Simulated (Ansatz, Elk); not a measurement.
# Mg3RuS: X-ray structure factors from the self-consistent density

Structure refinements treat a crystal as free atoms side by side. For a made-up structure of Mg3RuS (cell and positions from a PBE relaxation) the runs below show what the calculated density changes in F(hkl).

Main program and level: Elk 11.2.3 (patched build); DFT, PBE, all-electron APW+lo, Dirac cores, scalar-relativistic bands, static density, no spin.

This account leaves out most program logs.

The structure was built from a prototype and need not be the compound's stable phase.

## 1. Starting point

The structure is cubic, space group Pm-3m (No. 221). Conventional cell: a = 4.672 Å, b = 4.672 Å, c = 4.672 Å, α = 90.00°, β = 90.00°, γ = 90.00°. Ru has 12 Mg at 3.30 Å nearest. S has 6 Mg at 2.34 Å nearest. Nearest to Mg lie 2 S at 2.34 Å. Farther neighbours and most contacts between anions are not listed.

## 2. Ground state and structure factors

An all-electron density is needed, since X-rays see the cores too. Task 0 finds the density and task 195 Fourier-transforms it; tshift is off so that phases refer to the origin typed.

elk.in reads:

```
tasks
  0
  195

xctype
  20

spinpol
  .false.

rgkmax
  7.0

gmaxvr
  14.0

lmaxo
  7

lmaxapw
  8

swidth
  0.002

tshift
  .false.

ramdisk
  .false.

hmaxvr
  5.5

maxscl
  120

epspot
  1e-06

sppath
  './'

avec
  8.82904750056 -0.00000000000 0.00000000000
  -0.00000000000 8.82904750056 -0.00000000000
  0.00000000000 0.00000000000 8.82904750056

atoms
  3
  'Ru.in'
  1
  0.0000000000 -0.0000000000 -0.0000000000   0.000000 0.000000 0.000000
  'S.in'
  1
  0.5000000000 0.5000000000 0.5000000000   0.000000 0.000000 0.000000
  'Mg.in'
  3
  0.5000000000 0.5000000000 0.0000000000   0.000000 0.000000 0.000000
  0.5000000000 0.0000000000 0.5000000000   0.000000 0.000000 0.000000
  -0.0000000000 0.5000000000 0.5000000000   0.000000 0.000000 0.000000

ngridk
  5 5 5
```

Started as:

```console
$ OMP_NUM_THREADS=4 elk
```

Run time: 23 s. Hardware: 4 threads of Arm Neoverse V1, shared host; peak memory 0.18 GiB; 44 s of CPU time.

SFACRHO.OUT:

```text

h k l indices transformed by vhmat matrix:
   1.000000000       0.000000000       0.000000000    
   0.000000000       1.000000000       0.000000000    
   0.000000000       0.000000000       1.000000000    

      h      k      l  multipl.   |H|            Re(F)            Im(F)           |F|

      0      0      0      1   0.0000000       95.999999     -0.81470088E-17   95.999999    
      0     -1      0      6  0.71164928       16.133201     -0.39017324E-14   16.133201    
     -1      0      1     12   1.0064241       41.161251      0.29413344E-14   41.161251    
      1      1      1      8   1.2326127       50.615408     -0.25444589E-14   50.615408    
      0      0     -2      6   1.4232986       70.470050      0.68413098E-14   70.470050    
     -1      0     -2     24   1.5912962       14.378956     -0.55868153E-14   14.378956    
     -1      1     -2     24   1.7431776       33.363065      0.72099008E-15   33.363065    
      2      2      0     12   2.0128481       60.911805     -0.11791227E-13   60.911805    
      2     -2      1     24   2.1349478       13.147753      0.93546943E-15   13.147753    
      0      0      3      6   2.1349478       12.857815      0.87941025E-14   12.857815    
     -3      1      0     24   2.2504326       29.607465      0.20460128E-14   29.607465    
     -1     -1     -3     24   2.3602736       39.467401      0.33147763E-14   39.467401    
      2     -2     -2      8   2.4652254       54.707509      0.52375737E-14   54.707509    
     -2     -3      0     24   2.5658880       12.004627     -0.96094356E-14   12.004627    
     -2      1      3     48   2.6627478       27.438453     -0.50630060E-14   27.438453    
      4      0      0      6   2.8465971       49.858193     -0.94726540E-14   49.858193    
      3      2     -2     24   2.9342052       11.371538      0.78523181E-14   11.371538    
     -4      0     -1     24   2.9342052       11.154424     -0.60095932E-14   11.154424
```

Elk indexes on the primitive cell of elk.in and gives |H| = 4π sin θ/λ in inverse bohr. Below, one row stands for each form hkl of the conventional cell (m members, Friedel mates merged), F is for one primitive cell and the density is static (no thermal factor). Free-atom factors are Waasmaier and Kirfel's, and R is Σm||F|−|F'||/Σm|F|.

```csv
hkl,m,sin θ/λ (Å⁻¹),"abs F, DFT",neutral atoms,diff.
100,6,0.107,16.133,16.110,+0.024
110,12,0.151,41.161,40.944,+0.217
111,8,0.185,50.615,51.242,-0.626
200,6,0.214,70.470,70.681,-0.211
210,24,0.239,14.379,14.552,-0.173
211,24,0.262,33.363,33.491,-0.128
220,12,0.303,60.912,60.973,-0.061
221,24,0.321,13.148,12.991,+0.157
300,6,0.321,12.858,12.991,-0.133
310,24,0.338,29.608,29.701,-0.094
311,24,0.355,39.467,39.411,+0.057
222,8,0.371,54.708,54.656,+0.051
320,24,0.386,12.005,11.900,+0.104
321,48,0.400,27.439,27.394,+0.044
400,6,0.428,49.858,49.963,-0.105
322,24,0.441,11.371,11.178,+0.194
410,24,0.441,11.154,11.178,-0.023
411,24,0.454,25.802,25.813,-0.011
```

## 3. The highest occupied states alone

An energy window below the Fermi level keeps the highest occupied states, to see at which angles they scatter; shallow core shells can lie inside it and anion s states outside. No new self-consistency is needed.

elk.in, as its differences from that of step 2:

```diff
@@ -1,3 +1,2 @@
 tasks
-  0
   195
@@ -40,2 +39,5 @@
 
+wsfac
+  -0.270770 0.470220
+
 sppath
```

Started as:

```console
$ OMP_NUM_THREADS=4 elk
```

Wall time 12 s (4 threads); peak memory 0.16 GiB; 14 s of CPU time.

States within 12 eV below the Fermi level hold 18.00 electrons; any levels below the window count with the cores. Their amplitudes can exceed the total, where window and core parts have opposite phase:

```csv
hkl,sin θ/λ (Å⁻¹),"abs F, window","abs F, all"
100,0.107,2.178,16.133
110,0.151,5.943,41.161
111,0.185,1.464,50.615
200,0.214,3.078,70.470
210,0.239,1.193,14.379
211,0.262,1.799,33.363
220,0.303,0.939,60.912
221,0.321,0.796,13.148
300,0.321,0.536,12.858
310,0.338,0.432,29.608
```

## 4. Another functional

The difference from free atoms is small, so it is set against the change that PBEsol makes.

elk.in, as its differences from that of step 3:

```diff
@@ -1,2 +1,3 @@
 tasks
+  0
   195
@@ -4,3 +5,3 @@
 xctype
-  20
+  22
 
@@ -39,5 +40,2 @@
 
-wsfac
-  -0.270770 0.470220
-
 sppath
```

Started as:

```console
$ OMP_NUM_THREADS=4 elk
```

The job ended after 23 s (4 threads; peak memory 0.18 GiB; 43 s of CPU time).

Against the first run R = 0.04 %; the largest change is -0.033 at 200.

## 5. Basis size

The basis and the expansions that go with it are enlarged, to see whether the differences are converged.

elk.in, as its differences from that of step 4:

```diff
@@ -5,3 +5,3 @@
 xctype
-  22
+  20
 
@@ -11,12 +11,12 @@
 rgkmax
-  7.0
+  8.5
 
 gmaxvr
-  14.0
+  18.0
 
 lmaxo
-  7
+  9
 
 lmaxapw
-  8
+  10
```

Started as:

```console
$ OMP_NUM_THREADS=4 elk
```

Elapsed: 58 s, on 4 threads; peak memory 0.38 GiB; 1.9 min of CPU time.

Against the first run R = 0.01 %; the largest change is +0.006 at 440.

## 6. Settings against the effect

| run | R against the first run (%) | R against neutral atoms, low angle (%) | wall time |
| --- | --- | --- | --- |
| PBE, rgkmax 7 | 0.00 | 0.63 | 23 s |
| PBEsol | 0.04 | 0.64 | 23 s |
| rgkmax 8.5 with larger expansions | 0.01 | 0.63 | 58 s |

## 7. What came out

| Quantity | Value |
| --- | --- |
| R against neutral atoms, sin θ/λ < 0.3 Å⁻¹ | 0.63 % |
| R against neutral atoms, 0.3 to 0.82 Å⁻¹ | 0.26 % |

What this shows: Independent neutral atoms miss the calculated amplitudes by R = 0.63 % below 0.3 Å⁻¹ and 0.26 % from there to 0.82 Å⁻¹; by shells, 0.15 % below 0.15 Å⁻¹ (1 form), 0.65 % 0.15 to 0.3 (5 forms), 0.35 % 0.3 to 0.45 (11 forms), 0.24 % above 0.45 (57 forms). Bonding, aspherical density and the tables' own atoms all enter these figures, and the runs don't part them. The largest change of an amplitude is -0.63 electrons, at 111. The window's part falls from 18.0 electrons at the origin to at most 0.27 between 0.45 and 0.82 Å⁻¹. Below 0.3 Å⁻¹ the changes that finished (PBEsol and rgkmax 8.5 with larger expansions) move F by R = 0.03 % at most, against the 0.63 % that separates it from free atoms. The k-mesh has no finished test. These runs have no spin, though d or f shells may be open. Part of the difference isn't bonding: the tables are fits to free atoms and ions calculated by other methods than this functional. Thermal motion, anomalous dispersion and extinction are left out.

[Logs are printed without paths, hosts, clocks, repeated set-up lines and the standing remarks that a program may print on its own settings, such as how far it seeks lower states.]

[Hosts, paths, dates, database ids (printed as entryN), source tags and the programs' standing remarks are cut or masked in the printed files.]
